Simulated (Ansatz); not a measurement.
## Converging the field response of a BaF2 (111) film: cost of one run

Ansatz 0.2.0; plane-wave DFT, PBE, JTH PAW. The cell holds 9 atoms.

File input.yaml:

```yaml
crystal:
  lattice:
    - [4.38406204, 0.0, 0.0]
    - [-2.19203102, 3.7967091, 0.0]
    - [0.0, 0.0, 26.9489291724]
  atoms:
    - { symbol: F, position: [0.66666667, 0.33333333, 0.3339650322] }
    - { symbol: Ba, position: [0.33333333, 0.66666667, 0.3671720258] }
    - { symbol: F, position: [0.0, 0.0, 0.4003790193] }
    - { symbol: F, position: [0.33333333, 0.66666667, 0.4667930064] }
    - { symbol: Ba, position: [0.0, 0.0, 0.5] }
    - { symbol: F, position: [0.66666667, 0.33333333, 0.5332069936] }
    - { symbol: F, position: [0.0, 0.0, 0.5996209807] }
    - { symbol: Ba, position: [0.66666667, 0.33333333, 0.6328279742] }
    - { symbol: F, position: [0.33333333, 0.66666667, 0.6660349678] }
kpoints:
  mp_grid: { grid: [6, 6, 1] }
hamiltonian:
  xc: pbe
  pseudopotentials: { kind: paw, source: jth }
scf:
  occupations: { method: fixed }
  convergence: { dr2_threshold: 1.0e-10 }
efield:
  axis: 3
  dipole_correction: true
  ramp_position: 0.97
  ramp_width: 0.06
  amplitude: 0.1
output:
  write_potential: true
  write_density: true
  volumetric_format: npy
```

On the command line:

```
$ ansatz run input.yaml --threads 2 --pin off --max-ram 3072MiB --backend cpu --events-out ev --progress --plain --runs-dir out
```

For reference, a run of the same kind (9 atoms, 3 k-points, 45 bands and 8,797 plane waves; 12 SCF cycles) took 8.7 s and 0.53 GiB on the same hardware.

What time and memory should one allow on 2 threads of Arm Neoverse N1, shared host?

At two electrons a band, the 72 electrons need 36 bands, and 9 more are carried. The run has 7 k-points, 45 bands and 59,097 plane waves. Taking the work of a cycle as k-points × spins × bands × plane waves, that is 16 times the reference, or 2.3 min at the reference's 12 cycles. The run needed as many. One copy of the wavefunctions takes 0.28 GiB at 16 bytes a coefficient, against 0.018 GiB in the reference; grids, projectors and work arrays come on top. Measured: about 1.9 min, with a peak of 2.5 GiB. The estimate holds within 25 %.

[Logs are printed without paths, hosts, clocks, repeated set-up lines and the standing remarks that a program may print on its own settings, such as how far it seeks lower states.]

[Hosts, paths, dates, database ids (printed as entryN), source tags and the programs' standing remarks are cut or masked in the printed files.]

[Maps of the electrostatic potential energy from Ansatz leave out the sawtooth potential of an applied field or a dipole correction, so their vacuum need not be flat; planar profiles and work functions include it.]
